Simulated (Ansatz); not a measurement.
**Relaxing a frame of liquid hydrogen fluoride from 273 K (116 atoms)**

Wanted: the relaxed structure of a frame of liquid hydrogen fluoride from 273 K (116 atoms) and its electronic structure.

Method: Kohn-Sham DFT, revPBE, PAW (set soft_2), plane waves, in Ansatz 0.2.0.

**1. The starting structure**

The cell holds 116 atoms: 58 F and 58 H. Its edges and angles: a = 12.435 Å, b = 12.435 Å, c = 12.435 Å, α = 90.0°, β = 90.0°, γ = 90.0°. 58 hydrogen fluoride placed at random, at 1 g/cm³; overlaps pushed apart, then 10 ps at 373 K with a harmonic two-site HF with charges of 0.5 e and a 12-6 site on F. Snapshot after 20 ps at 273 K and fixed volume. The starting density is a measured one.

What the set-up can't give: The network of bonds at the start is that of the classical potential that made the cell. Only the Γ point is sampled, in a cell whose shortest periodic width is 12 Å.

**2. Single point at the start**

The forces at the start show how far the geometry lies from a minimum of this functional.

Contents of input.yaml:

```yaml
crystal:
  lattice:
    - [12.43539, 0.0, 0.0]
    - [0.0, 12.43539, 0.0]
    - [0.0, 0.0, 12.43539]
  atoms:
    - { symbol: F, position: [0.80339, 0.85014, 0.89698] }
    - { symbol: H, position: [0.77376, 0.78042, 0.91503] }
    - { symbol: F, position: [0.61116, 0.14533, 0.91118] }
    - { symbol: H, position: [0.62759, 0.08041, 0.9461] }
    [... 106 atom lines left out ...]
    - { symbol: F, position: [0.38804, 0.54779, 0.62584] }
    - { symbol: H, position: [0.34921, 0.54355, 0.56047] }
    - { symbol: F, position: [0.37136, 0.30992, 0.55943] }
    - { symbol: H, position: [0.32038, 0.30591, 0.61659] }
    - { symbol: F, position: [0.15708, 0.28928, 0.85102] }
    - { symbol: H, position: [0.12177, 0.27195, 0.91908] }
kpoints:
  mp_grid: { grid: [1, 1, 1] }
hamiltonian:
  xc: revpbe
scf:
  occupations: { method: gaussian, width: 0.05 }
output:
  forces: true
  stress: true
  populations: true
  dos:
    method: { smearing: { sigma: 0.15 } }
    de: 0.1
    projected: { site_lists: { F: [F], H: [H] } }
  eigenvalues: true
```

The run is started by

```
ansatz run input.yaml --threads 4 --pin off --max-ram 8192MiB --backend cpu --events-out ev --progress --plain --runs-dir out
```

Elapsed: 11 s, on 4 threads of Intel Xeon 6975P-C (Granite Rapids), shared host; peak memory 2.3 GiB.

Read from the output:

```yaml
free_energy: -47908.5436 eV
free_energy_per_atom: -413.0047 eV/atom
scf_cycles: 9
pressure: 4.432 GPa
r_m_s_force_component: 0.7018 eV/Å
longest_force: 3.777 eV/Å
fermi_energy: -2.177 eV
spacing_of_highest_filled_and_lowest_empty_level: 7.27 eV
spilling_of_the_projection: 0.006857
```

The r.m.s. force component of 0.70 eV/Å and the pressure of 4.4 GPa set the starting point.

Length of the force by element:

| element | coordination | atoms | mean length of the force (eV/Å) | spread | least | most |
| --- | --- | --- | --- | --- | --- | --- |
| F | all | 58 | 1.26 | 0.585 | 0.224 | 3.78 |
| H | all | 58 | 0.855 | 0.553 | 0.0836 | 2.86 |

**3. Relaxation**

The atoms are relaxed in the fixed cell, aiming at the force tolerance of the input.

input.yaml, the sections that differ from step 2:

```yaml
output:
  forces: true
relax:
  f_tol: 0.05
  max_steps: 200
# crystal, kpoints, hamiltonian, scf: as in step 2
```

Run time: 3.3 min. Hardware: 4 threads; peak memory 2.2 GiB; 12 min of CPU time.

Relaxation path (22 of 44):

| step | energy less that of the first step (eV) | largest force component (eV/Å) |
| --- | --- | --- |
| 1 | 0.0000 | 3.1485 |
| 3 | -7.7685 | 1.1131 |
| 5 | -10.3842 | 0.8362 |
| 7 | -11.8155 | 0.6876 |
| 9 | -12.3866 | 0.0819 |
| 11 | -12.6880 | 0.1589 |
| 13 | -12.9009 | 0.4833 |
| 15 | -13.0381 | 0.9753 |
| 17 | -13.1635 | 0.6491 |
| 19 | -13.2543 | 0.3160 |
| 21 | -13.3169 | 0.3589 |
| 24 | -13.4235 | 0.3494 |
| 26 | -13.4673 | 0.3862 |
| 28 | -13.5036 | 0.2398 |
| 30 | -13.5218 | 0.0808 |
| 32 | -13.5348 | 0.1372 |
| 34 | -13.5380 | 0.0407 |
| 36 | -13.5481 | 0.1785 |
| 38 | -13.5556 | 0.0814 |
| 40 | -13.5661 | 0.2163 |
| 42 | -13.5752 | 0.2324 |
| 44 | -13.5822 | 0.0471 |

Relaxation step 33 was tried and not accepted.

The atoms that moved most (Å):

| atom | dx | dy | dz | length |
| --- | --- | --- | --- | --- |
| F79 | -0.870 | 1.575 | -2.138 | 2.794 |
| H80 | -0.680 | 1.268 | -1.984 | 2.451 |
| F69 | -0.789 | -1.286 | 1.743 | 2.305 |
| F109 | 1.252 | -1.646 | -0.525 | 2.133 |
| H100 | 0.206 | -1.217 | 1.645 | 2.057 |
| F43 | -0.077 | -0.858 | 1.849 | 2.040 |
| F37 | -0.115 | -1.394 | 1.436 | 2.005 |
| H70 | -0.798 | -1.036 | 1.487 | 1.980 |

The relaxation changed the energy by -117 meV/atom, and atoms moved by 1.4 Å r.m.s., 2.8 Å at most.

**4. Local order after relaxation**

Density 1.00 g/cm³, 16.58 Å³ an atom.

g(r), total and by pair (bins of 0.1 Å):

| r (Å) | total | F-F | F-H | H-H |
| --- | --- | --- | --- | --- |
| 0.85 | 0.00 | 0.00 | 0.00 | 0.00 |
| 0.95 | 13.90 | 0.00 | 27.70 | 0.00 |
| 1.05 | 0.00 | 0.00 | 0.00 | 0.00 |
| 1.15 | 0.00 | 0.00 | 0.00 | 0.00 |
| 1.25 | 0.00 | 0.00 | 0.00 | 0.00 |
| 1.35 | 0.00 | 0.00 | 0.00 | 0.00 |
| 1.45 | 0.84 | 0.00 | 1.67 | 0.00 |
| 1.55 | 4.89 | 0.00 | 9.78 | 0.00 |
| 1.65 | 0.00 | 0.00 | 0.00 | 0.00 |
| 1.75 | 0.00 | 0.00 | 0.00 | 0.00 |
| 1.85 | 0.00 | 0.00 | 0.00 | 0.00 |
| 1.95 | 0.00 | 0.00 | 0.00 | 0.00 |
| 2.05 | 0.26 | 0.00 | 0.00 | 1.06 |
| 2.15 | 2.33 | 0.00 | 0.00 | 9.32 |
| 2.25 | 0.28 | 0.00 | 0.00 | 1.10 |
| 2.35 | 0.00 | 0.00 | 0.00 | 0.00 |
| 2.45 | 1.75 | 6.98 | 0.00 | 0.00 |
| 2.55 | 0.39 | 1.57 | 0.00 | 0.00 |
| 2.65 | 0.00 | 0.00 | 0.00 | 0.00 |
| 2.75 | 0.00 | 0.00 | 0.00 | 0.00 |
| 2.85 | 0.00 | 0.00 | 0.00 | 0.00 |
| 2.95 | 0.10 | 0.00 | 0.21 | 0.00 |
| 3.05 | 1.12 | 0.00 | 2.24 | 0.00 |
| 3.15 | 0.57 | 0.27 | 1.01 | 0.00 |
| 3.25 | 0.77 | 0.77 | 1.03 | 0.26 |
| 3.35 | 1.11 | 1.54 | 1.21 | 0.48 |
| 3.45 | 1.46 | 0.99 | 2.19 | 0.46 |
| 3.55 | 1.26 | 1.95 | 1.05 | 1.00 |
| 3.65 | 1.45 | 1.57 | 1.09 | 2.05 |
| 3.75 | 0.99 | 0.91 | 0.84 | 1.35 |
| 3.85 | 1.15 | 1.29 | 1.13 | 1.04 |
| 3.95 | 1.09 | 0.70 | 1.02 | 1.63 |
| 4.05 | 1.33 | 1.61 | 1.19 | 1.33 |
| 4.15 | 1.24 | 1.11 | 0.90 | 2.06 |
| 4.25 | 1.61 | 1.86 | 1.33 | 1.92 |
| 4.35 | 1.19 | 1.40 | 1.03 | 1.30 |
| 4.45 | 1.00 | 0.73 | 1.24 | 0.78 |
| 4.55 | 1.09 | 0.84 | 1.17 | 1.18 |
| 4.65 | 1.11 | 1.05 | 1.09 | 1.22 |
| 4.75 | 0.95 | 0.72 | 1.03 | 1.01 |
| 4.85 | 1.01 | 0.93 | 1.14 | 0.81 |
| 4.95 | 0.86 | 0.71 | 0.82 | 1.08 |
| 5.05 | 1.13 | 0.96 | 1.27 | 1.04 |
| 5.15 | 0.97 | 1.10 | 1.05 | 0.69 |

**5. Single point at the relaxed geometry**

One more single point at the end of the walk gives the fuller output and checks the residual forces.

Contents of input.yaml:

```yaml
crystal:
  lattice:
    - [12.43539, 0.0, 0.0]
    - [0.0, 12.43539, 0.0]
    - [0.0, 0.0, 12.43539]
  atoms:
    - { symbol: F, position: [0.82748, 0.72271, 0.8957] }
    - { symbol: H, position: [0.83883, 0.64466, 0.89522] }
    - { symbol: F, position: [0.56279, 0.12233, 0.86636] }
    - { symbol: H, position: [0.6173, 0.06825, 0.88254] }
    [... 106 atom lines left out ...]
    - { symbol: F, position: [0.3224, 0.64226, 0.63471] }
    - { symbol: H, position: [0.33502, 0.61107, 0.56376] }
    - { symbol: F, position: [0.40997, 0.22405, 0.6647] }
    - { symbol: H, position: [0.33907, 0.24067, 0.69403] }
    - { symbol: F, position: [0.24028, 0.2874, 0.94387] }
    - { symbol: H, position: [0.17829, 0.30296, 0.98896] }
kpoints:
  mp_grid: { grid: [1, 1, 1] }
hamiltonian:
  xc: revpbe
scf:
  occupations: { method: gaussian, width: 0.05 }
output:
  forces: true
  stress: true
  populations: true
  dos:
    method: { smearing: { sigma: 0.1 } }
    de: 0.1
    projected: { site_lists: { F: [F], H: [H] } }
  eigenvalues: true
  write_density: true
  write_potential: true
  volumetric_format: npy
  elf: true
```

Wall time 10 s (4 threads); peak memory 2.2 GiB; 39 s of CPU time.

The program notes that the exchange-correlation potential is rough where the density is thin.

Read from the output:

- free energy: -47922.1258 eV
- free energy per atom: -413.1218 eV/atom
- SCF cycles: 8
- pressure: 0.1311 GPa
- r.m.s. force component: 0.00848 eV/Å
- longest force: 0.07158 eV/Å
- Fermi energy: -2.631 eV
- gap (highest filled to lowest empty level): 7.834 eV
- spilling of the projection: 0.006776

Löwdin charges by element (they lack the spilled electrons, 0.027 e an atom on average):

| element | coordination | atoms | mean charge (e) | spread | least | most |
| --- | --- | --- | --- | --- | --- | --- |
| F | all | 58 | -0.431 | 0.0032 | -0.437 | -0.423 |
| H | all | 58 | 0.485 | 0.0019 | 0.480 | 0.488 |

States in the cell by windows of 1 eV, zero at the Fermi level; the larger projections on atomic orbitals stand beside the total:

| from (eV) | to (eV) | total | F p | H s |
| --- | --- | --- | --- | --- |
| -18 | -10 | 0.0 | 0.0 | 0.0 |
| -10 | -9 | 31.9 | 23.8 | 6.3 |
| -9 | -8 | 32.1 | 24.8 | 4.8 |
| -8 | -7 | 34.0 | 28.0 | 3.0 |
| -7 | -6 | 18.0 | 15.4 | 1.1 |
| -6 | -5 | 0.1 | 0.1 | 0.0 |
| -5 | -4 | 217.8 | 216.6 | 0.4 |
| -4 | -3 | 14.1 | 14.0 | 0.0 |
| -3 | 3 | 0.0 | 0.0 | 0.0 |
| 3 | 4 | 1.8 | 0.1 | 1.2 |
| 4 | 5 | 2.2 | 0.1 | 1.3 |

Between -26 and -18 eV lie 116 more states.

The levels nearest the highest filled one (over half full), pooled over k-points and spins:

| level less the highest filled one (eV) | occupation |
| --- | --- |
| -0.0698 | 2 |
| -0.064 | 2 |
| -0.042 | 2 |
| -0.0345 | 2 |
| -0.0213 | 2 |
| 0 | 2 |
| 7.83 | 0 |
| 8.93 | 0 |
| 8.96 | 0 |
| 9.02 | 0 |
| 9.05 | 0 |
| 9.08 | 0 |

Mean Löwdin charges: F -0.43, H +0.48 e (they miss 0.68 % of the electrons, so they add up to more than the cell's charge). The largest share in the top eV of filled states is F p (100 % of the projected weight), and in the lowest eV of empty states H s (80 % of the projected weight).

**6. Results**

* energy change in the relaxation: -117.1 meV/atom
* r.m.s. displacement: 1.363 Å
* largest displacement: 2.794 Å
* free energy per atom: -413.1218 eV/atom
* pressure: 0.1311 GPa
* r.m.s. force component: 0.00848 eV/Å
* gap (highest filled to lowest empty level): 7.834 eV
* wall time of the 3 DFT runs: 3.7 min

In words: Relaxation lowers the energy by 117 meV/atom and moves atoms by 1.4 Å r.m.s.; the r.m.s. force component goes from 0.70 to 0.0085 eV/Å, the pressure goes from 4.4 to 0.13 GPa, and the gap from 7.27 to 7.83 eV. From the first step to the last the energy fell by 13.582 eV, and the largest move was 2.79 Å (F79). Between filled and empty levels lie 7.83 eV (at Γ alone); a semilocal functional tends to put such gaps too low. In a disordered cell it changes from sample to sample and from frame to frame.

**Limits.** The starting topology of bonds comes from the classical model; in DFT atoms moved by 1.4 Å r.m.s.

[Logs are printed without paths, hosts, clocks, repeated set-up lines and the standing remarks that a program may print on its own settings, such as how far it seeks lower states.]

[Hosts, paths, dates, database ids (printed as entryN), source tags and the programs' standing remarks are cut or masked in the printed files.]
